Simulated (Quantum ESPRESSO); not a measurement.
# FeSb: orders under biaxial strain

Aim: follow moments and order energies of FeSb with biaxial strain.

Program: Quantum ESPRESSO 7.5. Level of theory: LDA; plane waves with GBRV 1.5 LDA potentials, no spin-orbit coupling. Results are calculated unless marked as measured.

The database entry behind the starting cell differs from later determinations by our own check (0.1 to 0.3 % short, probably kX units), so it need not match the best structure at ambient conditions.

### Step 1. Starting point

The structure is hexagonal, space group P6_3/mmc (No. 194). The conventional cell has a = 4.060 Å, b = 4.060 Å, c = 5.130 Å, α = 90.00°, β = 90.00°, γ = 120.00°. Nearest to Fe lie 2 Fe at 2.56 Å and 6 Sb at 2.67 Å. Nearest to Sb lie 6 Fe at 2.67 Å. Farther neighbours are not listed.

The cell comes from the Crystallography Open Database.

### Step 2. Biaxial 0.94, ferro ++

Lengths in the Cartesian xy plane scale by the factor; z is kept. Atoms keep their fractional places. Seeded atoms are those given a starting moment.

File pw.in:

```
&CONTROL
  calculation = 'scf'
  prefix = 'pwscf'
  outdir = './tmp'
  pseudo_dir = './pseudo'
  disk_io = 'nowf'
  tprnfor = .true.
  tstress = .true.
/
&SYSTEM
  ibrav = 0
  celldm(1) = 8
  nat = 4
  ntyp = 2
  ecutwfc = 40
  ecutrho = 280
  nbnd = 43
  occupations = 'smearing'
  smearing = 'fd'
  degauss = 0.00999582
  nspin = 2
  starting_magnetization(1) = 0.175
  starting_magnetization(2) = 0
/
&ELECTRONS
  conv_thr = 8d-09
  electron_maxstep = 150
  mixing_beta = 0.3
/
ATOMIC_SPECIES
Fe     55.8450 fe_lda_v1.5.uspp.F.UPF
Sb    121.7600 sb_lda_v1.4.uspp.F.UPF
CELL_PARAMETERS alat
   0.9014938477527    0.0000000000000    0.0000000000000
  -0.4507469238764    0.7807165735180    0.0000000000000
   0.0000000000000    0.0000000000000    1.2117868774163
ATOMIC_POSITIONS crystal
Fe      0.0000000000    0.0000000000    0.0000000000
Fe      0.0000000000    0.0000000000    0.5000000000
Sb      0.3333333333    0.6666666667    0.2500000000
Sb      0.6666666667    0.3333333333    0.7500000000
K_POINTS automatic
8 8 8 0 0 0
```

Launch:

```sh
OMP_NUM_THREADS=1 mpirun -n 4 pw.x -nk 4 -in pw.in > pw.out
```

Log:

```text
Program PWSCF v.7.5 starts

     Message from routine setup:
     using ibrav=0 with symmetry is DISCOURAGED, use correct ibrav instead

     K-points division:     npool     =       4
     Subspace diagonalization in iterative solution of the eigenvalue problem:

     bravais-lattice index     =            0
     lattice parameter (alat)  =       8.0000  a.u.
     unit-cell volume          =     436.6690 (a.u.)^3
     number of atoms/cell      =            4
     number of atomic types    =            2
     number of electrons       =        62.00
     number of Kohn-Sham states=           43
     kinetic-energy cutoff     =      40.0000  Ry
     charge density cutoff     =     280.0000  Ry
     scf convergence threshold =      8.0E-09
     mixing beta               =       0.3000
     number of iterations used =            8  plain     mixing
     Exchange-correlation=  SLA  PZ   NOGX NOGC
                           (   1   1   0   0   0   0   0)

     celldm(1)=   8.000000  celldm(2)=   0.000000  celldm(3)=   0.000000
     celldm(4)=   0.000000  celldm(5)=   0.000000  celldm(6)=   0.000000

     crystal axes: (cart. coord. in units of alat)
               a(1) = (   0.901494   0.000000   0.000000 )
               a(2) = (  -0.450747   0.780717   0.000000 )
               a(3) = (   0.000000   0.000000   1.211787 )

     reciprocal axes: (cart. coord. in units 2 pi/alat)
               b(1) = (  1.109270  0.640437 -0.000000 )
               b(2) = (  0.000000  1.280875  0.000000 )
               b(3) = (  0.000000 -0.000000  0.825228 )

     PseudoPot. # 1 for Fe read from file:
     fe_lda_v1.5.uspp.F.UPF
     Pseudo is Ultrasoft + core correction, Zval = 16.0

     PseudoPot. # 2 for Sb read from file:
     sb_lda_v1.4.uspp.F.UPF
     Pseudo is Ultrasoft + core correction, Zval = 15.0

     atomic species   valence    mass     pseudopotential
     Fe               16.00    55.84500     Fe( 1.00)
     Sb               15.00   121.76000     Sb( 1.00)

     Starting magnetic structure
     atomic species   magnetization
     Fe              0.175
     Sb              0.000

     24 Sym. Ops., with inversion, found (12 have fractional translation)

   Cartesian axes

     site n.     atom                  positions (alat units)
         1        Fe     tau(   1) = (   0.0000000   0.0000000   0.0000000  )
         2        Fe     tau(   2) = (   0.0000000   0.0000000   0.6058934  )
         3        Sb     tau(   3) = (  -0.0000000   0.5204777   0.3029467  )
         4        Sb     tau(   4) = (   0.4507469   0.2602389   0.9088402  )

     number of k points=    50  Fermi-Dirac smearing, width (Ry)=  0.0100
                       cart. coord. in units 2pi/alat
        k(    1) = (   0.0000000   0.0000000   0.0000000), wk =   0.0019531
        k(    2) = (   0.0000000   0.0000000   0.1031535), wk =   0.0039062
        k(    3) = (   0.0000000   0.0000000   0.2063069), wk =   0.0039062
        k(    4) = (   0.0000000   0.0000000   0.3094604), wk =   0.0039062
        k(    5) = (   0.0000000   0.0000000  -0.4126138), wk =   0.0019531
        [... 45 further k-points ...]

     Dense  grid:    34437 G-vectors     FFT dimensions: (  40,  40,  54)

     Smooth grid:    14949 G-vectors     FFT dimensions: (  30,  30,  40)

     Check: negative core charge=   -0.000027
     Generating pointlists ...
     new r_m :   0.2484 (alat units)  1.9873 (a.u.) for type    1
     new r_m :   0.2484 (alat units)  1.9873 (a.u.) for type    2

     Initial potential from superposition of free atoms

     starting charge      58.0000, renormalised to      62.0000
     Starting wfcs are   44 randomized atomic wfcs

     Self-consistent Calculation

     iteration #  1     ecut=    40.00 Ry     beta= 0.30
     Davidson diagonalization with overlap
     ethr =  1.00E-02,  avg # of iterations =  5.6

     total energy              =    -868.43183517 Ry
     estimated scf accuracy    <       7.19934483 Ry

     total magnetization       =     3.06 Bohr mag/cell
     absolute magnetization    =     3.57 Bohr mag/cell

     iteration #  2     ecut=    40.00 Ry     beta= 0.30
     Davidson diagonalization with overlap
     ethr =  1.00E-02,  avg # of iterations =  2.2

     total energy              =    -868.96669168 Ry
     estimated scf accuracy    <       6.50237740 Ry

     total magnetization       =     1.17 Bohr mag/cell
     absolute magnetization    =     1.79 Bohr mag/cell

     [... further iterations left out ...]

     iteration # 14     ecut=    40.00 Ry     beta= 0.30
     Davidson diagonalization with overlap
     ethr =  3.42E-11,  avg # of iterations =  3.5

     total energy              =    -869.77434214 Ry
     estimated scf accuracy    <       0.00000001 Ry

     total magnetization       =     1.74 Bohr mag/cell
     absolute magnetization    =     2.02 Bohr mag/cell

     iteration # 15     ecut=    40.00 Ry     beta= 0.30
     Davidson diagonalization with overlap
     ethr =  1.81E-11,  avg # of iterations =  2.5

     Magnetic moment per site  (integrated on atomic sphere of radius R)
     atom   1 (R=0.248)  charge= 14.7939  magn=  0.9171
     atom   2 (R=0.248)  charge= 14.7939  magn=  0.9171
     atom   3 (R=0.248)  charge= 11.9080  magn= -0.0306
     atom   4 (R=0.248)  charge= 11.9080  magn= -0.0306

     End of self-consistent calculation

     Number of k-points >= 100: set verbosity='high' to print the bands.

     the Fermi energy is    16.2443 ev

!    total energy              =    -869.77434216 Ry
     estimated scf accuracy    <          2.2E-09 Ry
     smearing contrib. (-TS)   =      -0.01889145 Ry
     internal energy E=F+TS    =    -869.75545071 Ry

     The total energy is F=E-TS. E is the sum of the following terms:
     one-electron contribution =    -403.17790030 Ry
     hartree contribution      =     242.53386021 Ry
     xc contribution           =    -144.96191052 Ry
     ewald contribution        =    -564.14950010 Ry

     total magnetization       =     1.74 Bohr mag/cell
     absolute magnetization    =     2.02 Bohr mag/cell

     convergence has been achieved in  15 iterations

     Forces acting on atoms (cartesian axes, Ry/au):

     atom    1 type  1   force =     0.00000000    0.00000000    0.00000000
     atom    2 type  1   force =     0.00000000    0.00000000    0.00000000
     atom    3 type  2   force =     0.00000000    0.00000000    0.00000000
     atom    4 type  2   force =    -0.00000000   -0.00000000    0.00000000

     Total force =     0.000000     Total SCF correction =     0.000000

     Computing stress (Cartesian axis) and pressure

          total   stress  (Ry/bohr**3)                   (kbar)     P=        4.62
   0.00016620   0.00000000   0.00000000           24.45        0.00        0.00
   0.00000000   0.00016620   0.00000000            0.00       24.45        0.00
   0.00000000  -0.00000000  -0.00023819            0.00       -0.00      -35.04

=------------------------------------------------------------------------------=
   JOB DONE.
=------------------------------------------------------------------------------=
```

Wall time 49 s (4 MPI ranks of Arm Neoverse V2, shared host); peak memory 0.5 GiB.

Spin moment in the atom's sphere by atom:

```
atom  spin moment in the atom's sphere (μB)
 Fe1                                  0.917
 Fe2                                  0.917
 Sb3                                 -0.031
 Sb4                                 -0.031
```

Numbers from this step:

* smearing term TS: 0.2570 eV
* pressure: 0.462 GPa
* magnetization: 1.737 μB
* absolute magnetization: 2.016 μB
* final state: ferromagnetic

### Step 3. Biaxial 0.94, antiferro +-

pw.in: that of step 2 with these lines changed.

```diff
@@ -13,6 +13,6 @@
   nat = 4
-  ntyp = 2
+  ntyp = 3
   ecutwfc = 40
   ecutrho = 280
-  nbnd = 43
+  nbnd = 41
   occupations = 'smearing'
@@ -22,3 +22,4 @@
   starting_magnetization(1) = 0.175
-  starting_magnetization(2) = 0
+  starting_magnetization(2) = -0.175
+  starting_magnetization(3) = 0
 /
@@ -30,3 +31,4 @@
 ATOMIC_SPECIES
-Fe     55.8450 fe_lda_v1.5.uspp.F.UPF
+Fe1    55.8450 fe_lda_v1.5.uspp.F.UPF
+Fe2    55.8450 fe_lda_v1.5.uspp.F.UPF
 Sb    121.7600 sb_lda_v1.4.uspp.F.UPF
@@ -37,4 +39,4 @@
 ATOMIC_POSITIONS crystal
-Fe      0.0000000000    0.0000000000    0.0000000000
-Fe      0.0000000000    0.0000000000    0.5000000000
+Fe1     0.0000000000    0.0000000000    0.0000000000
+Fe2     0.0000000000    0.0000000000    0.5000000000
 Sb      0.3333333333    0.6666666667    0.2500000000
```

Log:

```text
     [... lines left out ...]
Program PWSCF v.7.5 starts
     [... lines left out ...]
     number of atoms/cell      =            4
     [... lines left out ...]
     number of electrons       =        62.00
     number of Kohn-Sham states=           41
     kinetic-energy cutoff     =      40.0000  Ry
     charge density cutoff     =     280.0000  Ry
     scf convergence threshold =      8.0E-09
     [... lines left out ...]
     12 Sym. Ops., with inversion, found
     [... lines left out ...]
     number of k points=    65  Fermi-Dirac smearing, width (Ry)=  0.0100
     [... lines left out ...]
     iteration # 23     ecut=    40.00 Ry     beta= 0.30
     [... lines left out ...]
     Magnetic moment per site  (integrated on atomic sphere of radius R)
     atom   1 (R=0.248)  charge= 14.8001  magn= -0.0006
     atom   2 (R=0.248)  charge= 14.8001  magn=  0.0004
     atom   3 (R=0.248)  charge= 11.9041  magn=  0.0000
     atom   4 (R=0.248)  charge= 11.9041  magn=  0.0000
     [... lines left out ...]
     the Fermi energy is    16.1632 ev
!    total energy              =    -869.77105684 Ry
     estimated scf accuracy    <          1.3E-09 Ry
     smearing contrib. (-TS)   =      -0.02340499 Ry
     [... lines left out ...]
     total magnetization       =    -0.00 Bohr mag/cell
     absolute magnetization    =     0.00 Bohr mag/cell
     convergence has been achieved in  23 iterations
     [... lines left out ...]
     Total force =     0.000002     Total SCF correction =     0.000004
     [... lines left out ...]
          total   stress  (Ry/bohr**3)                   (kbar)     P=       -8.84
     [... lines left out ...]
```

The job ended after 89 s (4 MPI ranks; peak memory 0.54 GiB; 5.9 min of CPU time).

Spin moment in the atom's sphere by atom:

```
atom  spin moment in the atom's sphere (μB)
 Fe1                                -0.0006
 Fe2                                 0.0004
 Sb3                                 0.0000
 Sb4                                 0.0000
```

Numbers from this step:

```
smearing term TS       : 0.3184 eV
pressure               : -0.8844 GPa
magnetization          : 0 μB
absolute magnetization : 0 μB
final state            : non-magnetic
```

### Step 4. Biaxial 0.94, no spin polarisation

pw.in: that of step 3 with these lines changed.

```diff
@@ -13,3 +13,3 @@
   nat = 4
-  ntyp = 3
+  ntyp = 2
   ecutwfc = 40
@@ -20,6 +20,2 @@
   degauss = 0.00999582
-  nspin = 2
-  starting_magnetization(1) = 0.175
-  starting_magnetization(2) = -0.175
-  starting_magnetization(3) = 0
 /
@@ -31,4 +27,3 @@
 ATOMIC_SPECIES
-Fe1    55.8450 fe_lda_v1.5.uspp.F.UPF
-Fe2    55.8450 fe_lda_v1.5.uspp.F.UPF
+Fe     55.8450 fe_lda_v1.5.uspp.F.UPF
 Sb    121.7600 sb_lda_v1.4.uspp.F.UPF
@@ -39,4 +34,4 @@
 ATOMIC_POSITIONS crystal
-Fe1     0.0000000000    0.0000000000    0.0000000000
-Fe2     0.0000000000    0.0000000000    0.5000000000
+Fe      0.0000000000    0.0000000000    0.0000000000
+Fe      0.0000000000    0.0000000000    0.5000000000
 Sb      0.3333333333    0.6666666667    0.2500000000
```

Log:

```text
     [... lines left out ...]
Program PWSCF v.7.5 starts
     [... lines left out ...]
     number of atoms/cell      =            4
     [... lines left out ...]
     number of electrons       =        62.00
     number of Kohn-Sham states=           41
     kinetic-energy cutoff     =      40.0000  Ry
     charge density cutoff     =     280.0000  Ry
     scf convergence threshold =      8.0E-09
     [... lines left out ...]
     24 Sym. Ops., with inversion, found (12 have fractional translation)
     [... lines left out ...]
     number of k points=    50  Fermi-Dirac smearing, width (Ry)=  0.0100
     [... lines left out ...]
     iteration # 10     ecut=    40.00 Ry     beta= 0.30
     [... lines left out ...]
     the Fermi energy is    16.1632 ev
!    total energy              =    -869.77105684 Ry
     estimated scf accuracy    <          5.2E-09 Ry
     smearing contrib. (-TS)   =      -0.02340474 Ry
     [... lines left out ...]
     convergence has been achieved in  10 iterations
     [... lines left out ...]
     Total force =     0.000000     Total SCF correction =     0.000000
     [... lines left out ...]
          total   stress  (Ry/bohr**3)                   (kbar)     P=       -9.17
     [... lines left out ...]
```

Elapsed: 17 s, on 4 MPI ranks; peak memory 0.41 GiB; 67 s of CPU time.

Read from the output:

| Item | Value |
| --- | --- |
| smearing term TS | 0.3184 eV |
| pressure | -0.9171 GPa |
| final state | non-magnetic (no spin polarisation) |

### Step 5. Biaxial 1.06, ferro ++

pw.in: that of step 4 with these lines changed.

```diff
@@ -16,3 +16,3 @@
   ecutrho = 280
-  nbnd = 41
+  nbnd = 43
   occupations = 'smearing'
@@ -20,2 +20,5 @@
   degauss = 0.00999582
+  nspin = 2
+  starting_magnetization(1) = 0.175
+  starting_magnetization(2) = 0
 /
@@ -30,4 +33,4 @@
 CELL_PARAMETERS alat
-   0.9014938477527    0.0000000000000    0.0000000000000
-  -0.4507469238764    0.7807165735180    0.0000000000000
+   1.0165781687424    0.0000000000000    0.0000000000000
+  -0.5082890843712    0.8803825190715    0.0000000000000
    0.0000000000000    0.0000000000000    1.2117868774163
```

Log:

```text
     [... lines left out ...]
Program PWSCF v.7.5 starts
     [... lines left out ...]
     number of atoms/cell      =            4
     [... lines left out ...]
     number of electrons       =        62.00
     number of Kohn-Sham states=           43
     kinetic-energy cutoff     =      40.0000  Ry
     charge density cutoff     =     280.0000  Ry
     scf convergence threshold =      8.0E-09
     [... lines left out ...]
     24 Sym. Ops., with inversion, found (12 have fractional translation)
     [... lines left out ...]
     number of k points=    50  Fermi-Dirac smearing, width (Ry)=  0.0100
     [... lines left out ...]
     iteration # 14     ecut=    40.00 Ry     beta= 0.30
     [... lines left out ...]
     Magnetic moment per site  (integrated on atomic sphere of radius R)
     atom   1 (R=0.250)  charge= 14.5013  magn=  2.2364
     atom   2 (R=0.250)  charge= 14.5013  magn=  2.2364
     atom   3 (R=0.272)  charge= 12.4311  magn= -0.0734
     atom   4 (R=0.272)  charge= 12.4311  magn= -0.0734
     [... lines left out ...]
     the Fermi energy is    12.0010 ev
!    total energy              =    -869.69542133 Ry
     estimated scf accuracy    <          6.6E-09 Ry
     smearing contrib. (-TS)   =      -0.02266910 Ry
     [... lines left out ...]
     total magnetization       =     4.29 Bohr mag/cell
     absolute magnetization    =     4.90 Bohr mag/cell
     convergence has been achieved in  14 iterations
     [... lines left out ...]
     Total force =     0.000000     Total SCF correction =     0.000000
     [... lines left out ...]
          total   stress  (Ry/bohr**3)                   (kbar)     P=     -152.93
     [... lines left out ...]
```

Run time: 57 s. Hardware: 4 MPI ranks; peak memory 0.59 GiB; 3.8 min of CPU time.

This step gave:

```
smearing term TS       : 0.3084 eV
pressure               : -15.29 GPa
magnetization          : 4.29 μB
absolute magnetization : 4.898 μB
final state            : ferromagnetic
largest moment         : 2.236 μB
```

### Step 6. Trends

The runs not shown differ from these in the moved quantity alone.

States, by row:

```
biaxial       ferro ++       antiferro +-  no spin polarisation
   0.94  ferromagnetic       non-magnetic          non-magnetic
   0.96  ferromagnetic       non-magnetic          non-magnetic
   0.98  ferromagnetic       non-magnetic          non-magnetic
      1  ferromagnetic  antiferromagnetic          non-magnetic
   1.02  ferromagnetic  antiferromagnetic          non-magnetic
   1.04  ferromagnetic  antiferromagnetic          non-magnetic
   1.06  ferromagnetic  antiferromagnetic          non-magnetic
```

Largest site moment against biaxial:

```
biaxial (factor)  ferro ++ (μB)  antiferro +- (μB)
          0.9400          0.917             5.8e-4
          0.9600           1.15             4.2e-4
          0.9800           1.37            0.00314
          1.0000           1.59              0.597
          1.0200           1.83               1.16
          1.0400           2.05               1.55
          1.0600           2.24               1.85
```

The energy less that of the parallel start by biaxial; values in meV a seeded atom:

```
biaxial (factor)  antiferro +-  no spin polarisation
          0.9400          22.3                  22.3
          0.9600          44.6                  44.6
          0.9800          72.0                  72.0
          1.0000           105                   106
          1.0200           136                   147
          1.0400           163                   199
          1.0600           185                   257
```

Table of energy over the lowest by biaxial; values in meV an atom:

```
biaxial (factor)  ferro ++  antiferro +-  no spin polarisation
          0.9400         0          11.2                  11.2
          0.9600      2.03          24.3                  24.3
          0.9800      26.9          63.0                  63.0
          1.0000      70.2           122                   123
          1.0200       127           195                   201
          1.0400       194           275                   293
          1.0600       268           361                   397
```

### Step 7. What came out

```yaml
moment_parallel_start: 0.917 to 2.24 μB
states_met_from_these_starts: antiferromagnetic, ferromagnetic and non-magnetic
```

**Reading.** The moment of the parallel start goes from 0.917 μB at 0.94 to 2.24 μB at 1.06. The net moment of the cell goes from 1.74 to 4.29 μB. The radius of the spheres follows the nearest distance, so part of the change of the site moments is the spheres'. Some or all runs of the second start lost their moments or typed signs, and their energies are those of the state reached. The largest moment of the start antiferro +- lies between 4.2e-4 and 1.85 μB. The start antiferro +- lies over the parallel one at every finished point, by 22.3 to 185 meV a seeded atom. Energies are free energies at an electronic temperature of 1580 K, which lowers moments and differences where the moments are itinerant.

[Logs and program files are shortened in this print: banners, set-up blocks, solver, clock and traceback lines can be left out without a mark of their own.]

[Logs are printed without paths, hosts, clocks, repeated set-up lines and the standing remarks that a program may print on its own settings, such as how far it seeks lower states.]

[Hosts, paths, dates, database ids (printed as entryN), source tags and the programs' standing remarks are cut or masked in the printed files.]

[Where a cell is said to come from a database of computed structures, the database is the Materials Project.]
